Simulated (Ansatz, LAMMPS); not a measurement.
**Elastic response of glassy 22SiO2-48B2O3-15CaO-15K2O (mol %) (103 atoms)**

Aim: relax glassy 22SiO2-48B2O3-15CaO-15K2O (mol %) (103 atoms), then change its volume and shape to read moduli from the stress.

Main program and level: Ansatz 0.2.0; Kohn-Sham DFT, PBE, PAW (set soft_2), plane waves.

## Step 1: Starting point

The cell holds 103 atoms: 6 Si, 26 B, 4 Ca, 8 K and 59 O. Its edges and angles: a = 11.022 Å, b = 11.022 Å, c = 11.022 Å, α = 90.0°, β = 90.0°, γ = 90.0°. 103 atoms (6 Si, 26 B, 4 Ca, 8 K, 59 O) placed at random at 2.25 g/cm³, melted at 3000 K for 20 ps at fixed volume with the Buckingham and Coulomb pair potential of Guillot and Sator (Geochim. Cosmochim. Acta 71, 1249 (2007)) with the boron terms of Wang et al. (J. Non-Cryst. Solids 498, 294 (2018)). Quenched from 3000 K to 300 K at 20 K/ps and fixed volume, held 10 ps at zero pressure.

What the set-up can't give: The quench rate of 20 K/ps is many orders above laboratory rates, so the cell is likely richer in defects and strain than a real sample. The starting topology of bonds comes from the classical model, and needn't be the one that DFT or experiment would give. Only the Γ point is sampled.

## Step 2: Single point at the start

The forces at the start show how far the geometry lies from a minimum of this functional.

input.yaml reads:

```yaml
crystal:
  lattice:
    - [11.02161, 0.0, 0.0]
    - [0.0, 11.02161, 0.0]
    - [0.0, 0.0, 11.02161]
  atoms:
    - { symbol: Si, position: [0.42292, 0.8774, 0.1215] }
    - { symbol: Si, position: [0.61263, 0.15671, 0.96444] }
    - { symbol: Si, position: [0.22226, 0.2091, 0.27295] }
    - { symbol: Si, position: [0.04887, 0.42716, 0.93229] }
    - { symbol: Si, position: [0.79151, 0.87906, 0.29738] }
    - { symbol: Si, position: [0.38349, 0.95719, 0.75282] }
    - { symbol: B, position: [0.45798, 0.11664, 0.54597] }
    - { symbol: B, position: [0.23033, 0.13092, 0.90261] }
    - { symbol: B, position: [0.62694, 0.71245, 0.40282] }
    - { symbol: B, position: [0.03874, 0.79856, 0.21003] }
    - { symbol: B, position: [0.04516, 0.04748, 0.61199] }
    - { symbol: B, position: [0.59538, 0.00575, 0.18087] }
    - { symbol: B, position: [0.16741, 0.33081, 0.73867] }
    - { symbol: B, position: [0.84957, 0.08479, 0.42983] }
    - { symbol: B, position: [0.41358, 0.65583, 0.26426] }
    - { symbol: B, position: [0.97266, 0.14814, 0.2119] }
    - { symbol: B, position: [0.84393, 0.25881, 0.03072] }
    - { symbol: B, position: [0.40156, 0.00065, 0.33139] }
    - { symbol: B, position: [0.1853, 0.71562, 0.84] }
    - { symbol: B, position: [0.73739, 0.48436, 0.08733] }
    - { symbol: B, position: [0.22178, 0.22556, 0.53074] }
    - { symbol: B, position: [0.23789, 0.77141, 0.37958] }
    - { symbol: B, position: [0.18579, 0.88311, 0.03109] }
    - { symbol: B, position: [0.66695, 0.25276, 0.50631] }
    - { symbol: B, position: [0.92835, 0.64248, 0.04814] }
    - { symbol: B, position: [0.25199, 0.30609, 0.06286] }
    - { symbol: B, position: [0.17766, 0.82036, 0.62446] }
    - { symbol: B, position: [0.34473, 0.52175, 0.87737] }
    - { symbol: B, position: [0.83167, 0.85871, 0.93104] }
    - { symbol: B, position: [0.01488, 0.03384, 0.86082] }
    - { symbol: B, position: [0.58136, 0.91025, 0.90162] }
    - { symbol: B, position: [0.4853, 0.52099, 0.08399] }
    - { symbol: Ca, position: [0.41904, 0.23378, 0.75402] }
    - { symbol: Ca, position: [0.09567, 0.99238, 0.37069] }
    - { symbol: Ca, position: [0.21694, 0.60762, 0.10988] }
    - { symbol: Ca, position: [0.43681, 0.81679, 0.53106] }
    - { symbol: K, position: [0.7138, 0.97813, 0.66973] }
    - { symbol: K, position: [0.11284, 0.51399, 0.46029] }
    - { symbol: K, position: [0.86287, 0.49905, 0.36571] }
    - { symbol: K, position: [0.85864, 0.7317, 0.66063] }
    - { symbol: K, position: [0.40428, 0.46999, 0.51214] }
    - { symbol: K, position: [0.63298, 0.54378, 0.76336] }
    - { symbol: K, position: [0.8219, 0.27098, 0.71459] }
    - { symbol: K, position: [0.52066, 0.29887, 0.28713] }
    - { symbol: O, position: [0.58887, 0.11219, 0.11086] }
    - { symbol: O, position: [0.67174, 0.37438, 0.51602] }
    - { symbol: O, position: [0.91728, 0.95876, 0.90483] }
    - { symbol: O, position: [0.08818, 0.91308, 0.59765] }
    - { symbol: O, position: [0.25276, 0.61243, 0.86046] }
    - { symbol: O, position: [0.01372, 0.06675, 0.73825] }
    - { symbol: O, position: [0.92317, 0.11656, 0.32465] }
    - { symbol: O, position: [0.42801, 0.5312, 0.19728] }
    - { symbol: O, position: [0.27196, 0.31776, 0.18574] }
    - { symbol: O, position: [0.75763, 0.1858, 0.45178] }
    - { symbol: O, position: [0.46329, 0.03603, 0.43645] }
    - { symbol: O, position: [0.93466, 0.07409, 0.53662] }
    - { symbol: O, position: [0.09661, 0.16431, 0.2158] }
    - { symbol: O, position: [0.17377, 0.392, 0.01472] }
    - { symbol: O, position: [0.2025, 0.25494, 0.40916] }
    - { symbol: O, position: [0.31853, 0.05135, 0.84229] }
    - { symbol: O, position: [0.28684, 0.87714, 0.67597] }
    - { symbol: O, position: [0.13475, 0.74464, 0.72558] }
    - { symbol: O, position: [0.77211, 0.35792, 0.08984] }
    - { symbol: O, position: [0.0948, 0.88639, 0.12011] }
    - { symbol: O, position: [0.31569, 0.88659, 0.36399] }
    - { symbol: O, position: [0.41306, 0.53866, 0.9796] }
    - { symbol: O, position: [0.56478, 0.19371, 0.54949] }
    - { symbol: O, position: [0.40516, 0.73303, 0.1581] }
    - { symbol: O, position: [0.14602, 0.12083, 0.56353] }
    - { symbol: O, position: [0.00949, 0.69078, 0.14632] }
    - { symbol: O, position: [0.0067, 0.56536, 0.9691] }
    - { symbol: O, position: [0.46443, 0.03441, 0.64951] }
    - { symbol: O, position: [0.21655, 0.76046, 0.50734] }
    - { symbol: O, position: [0.27919, 0.19924, 0.00345] }
    - { symbol: O, position: [0.48254, 0.9614, 0.23425] }
    - { symbol: O, position: [0.34918, 0.42731, 0.7964] }
    - { symbol: O, position: [0.48811, 0.86215, 0.81621] }
    - { symbol: O, position: [0.69945, 0.94088, 0.19683] }
    [... 19 atom lines left out ...]
    - { symbol: O, position: [0.92491, 0.85388, 0.25466] }
    - { symbol: O, position: [0.57465, 0.04429, 0.88041] }
    - { symbol: O, position: [0.34926, 0.18965, 0.55012] }
    - { symbol: O, position: [0.61993, 0.70662, 0.52687] }
    - { symbol: O, position: [0.61128, 0.50447, 0.0794] }
    - { symbol: O, position: [0.71114, 0.86499, 0.89055] }
kpoints:
  mp_grid: { grid: [1, 1, 1] }
hamiltonian:
  xc: pbe
scf:
  occupations: { method: fixed }
output:
  forces: true
```

Started as:

```bash
$ ansatz run input.yaml --threads 4 --pin off --max-ram 8192MiB --backend cpu --events-out ev --progress --plain --runs-dir out
```

What it wrote:

```text
[...]
Pseudopotentials: kind: paw
Pseudopotential: Si, paw, valence charge 4, recommended cutoff 420 eV (normal), Si.paw.azcp
Pseudopotential: B, paw, valence charge 3, recommended cutoff 420 eV (normal), B.paw.azcp
Pseudopotential: Ca, paw, valence charge 10, recommended cutoff 420 eV (normal), Ca.paw.azcp
Pseudopotential: K, paw, valence charge 9, recommended cutoff 420 eV (normal), K.paw.azcp
Pseudopotential: O, paw, valence charge 6, recommended cutoff 420 eV (normal), O.paw.azcp
[... 5 lines on functional and potentials left out ...]
Crystal: 103 atoms, lattice volume = 1338.860 Å³
Basis set: ecut = 420 eV, 26145 PW (Γ), exchange–correlation on 150×150×150 points (8 copies of the dense FFT grid, shifted against one another)
Bands: 387, of which v1, the nominal top of the filled ones, is band 284 counted from 1 (283 counted from 0)
Symmetry: 1 space group operations
Space group: P1 (ITA 1), of the structure as read, at distance tolerance 1.1e-4 Å
k-points: 1
[... 11 lines on functional and potentials left out ...]
Initial density: superposition of atomic densities (neutral atoms: chi_scale 0, normalization atom), corrected by the library's trained network
Initial wavefunctions: pseudopotential atomic-orbital guess
[...]
SCF iter   1: F=—  HF=-61006.166774 eV  |F-HF|=—  |Δ(HF+E_count)|=         —  Δρ=3.82e-3  dr2=3.60e-1  ethr=1.77e-3  ⟨swp⟩=6.0  Hψ=1244  notcnv=0  defer=100
preconditioner: auto → Resta (q_TF=auto, 2.365 Å⁻¹)  ε∞=3.1  [insulator: Δε(μ)=1.701 eV  Ē_g=16.481 eV  n_scr=304 (ndim 8)  ℏωp=23.7 eV  f_vac=0.167  ε∞_Penn≈3.1]
SCF iter   2: F=—  HF=-61006.109879 eV  |F-HF|=—  |Δ(HF+E_count)|=   5.69e-2  Δρ=1.98e-3  dr2=8.28e-2  ethr=6.34e-5  ⟨swp⟩=3.0  Hψ=604  notcnv=0  defer=101
SCF iter   3: F=—  HF=-61006.098776 eV  |F-HF|=—  |Δ(HF+E_count)|=   1.11e-2  Δρ=8.56e-4  dr2=2.33e-2  ethr=1.46e-5  ⟨swp⟩=4.0  Hψ=498  notcnv=0  defer=85
automatic band count: iteration 3 solves 371 bands in place of 387: the levels show a gap, and the empty bands left out lie too high to hold charge; the band table lists the bands solved (type scf.n_extra_bands for more)
SCF iter   4: F=—  HF=-61006.095158 eV  |F-HF|=—  |Δ(HF+E_count)|=   3.62e-3  Δρ=3.74e-4  dr2=2.74e-3  ethr=4.11e-6  ⟨swp⟩=4.0  Hψ=504  notcnv=0  defer=85
SCF iter   5: F=—  HF=-61006.095314 eV  |F-HF|=—  |Δ(HF+E_count)|=   1.56e-4  Δρ=2.53e-4  dr2=9.08e-4  ethr=4.82e-7  ⟨swp⟩=3.0  Hψ=589  notcnv=0  defer=85
[...]
SCF iter  10: F=—  HF=-61006.092648 eV  |F-HF|=—  |Δ(HF+E_count)|=   5.69e-7  Δρ=4.75e-6  dr2=2.49e-7  ethr=1.76e-11  ⟨swp⟩=5.0  Hψ=1151  notcnv=0
SCF iter  11: F=-61006.092648 eV  HF=-61006.092648 eV  |F-HF|=1.17e-8  |Δ(HF+E_count)|=   5.55e-9  Δρ=1.03e-6  dr2=1.50e-8  ethr=1.76e-11  ⟨swp⟩=3.0  Hψ=1177  notcnv=0
SCF 1 converged in 11 iterations: F = -61006.092648 eV  dr2 = 1.50e-8
[...]
SCF converged after 11 iterations
Free energy (F): -61006.092648 eV
Harris-Foulkes:  -61006.092648 eV  (|F-HF|=1.17e-8)
Internal energy: -61006.092648 eV  (E = F + TS)
E sigma→0 (E₀):  -61006.092648 eV
Fermi energy:    4.733743 eV
--- Per-component energies (eV) ---
[...]
Σ components = -61006.092648   (vs F -61006.092648, Δ=0.00e0)
--- Forces (eV/Å), atoms counted from 1 ---
  atom   1  Si    -1.15426732    -1.91548282    -2.31779943
  atom   2  Si     0.26709313     3.42854695     1.06506750
  atom   3  Si     2.01886019    -2.17938525     0.57734057
  atom   4  Si    -0.63525539    -0.83728705     1.06322485
[...]
atom 103  O     -0.40843830    -0.23352845    -0.60217341
  max |Σ_I F_I| component: 5.09e-5 eV/Å
```

It took 10 s on 4 threads of Intel Xeon Platinum 8488C (Sapphire Rapids), shared host; peak memory 1.7 GiB.

The column dr2 measures how far the density is from self-consistency, as an energy; F and HF (Harris–Foulkes) agree once it is small.

The r.m.s. force at the start is 1.1 eV/Å.

(Continued in part 2 of 4.)

[Logs are printed without paths, hosts, clocks, repeated set-up lines and the standing remarks that a program may print on its own settings, such as how far it seeks lower states.]

[Hosts, paths, dates, database ids (printed as entryN), source tags and the programs' standing remarks are cut or masked in the printed files.]
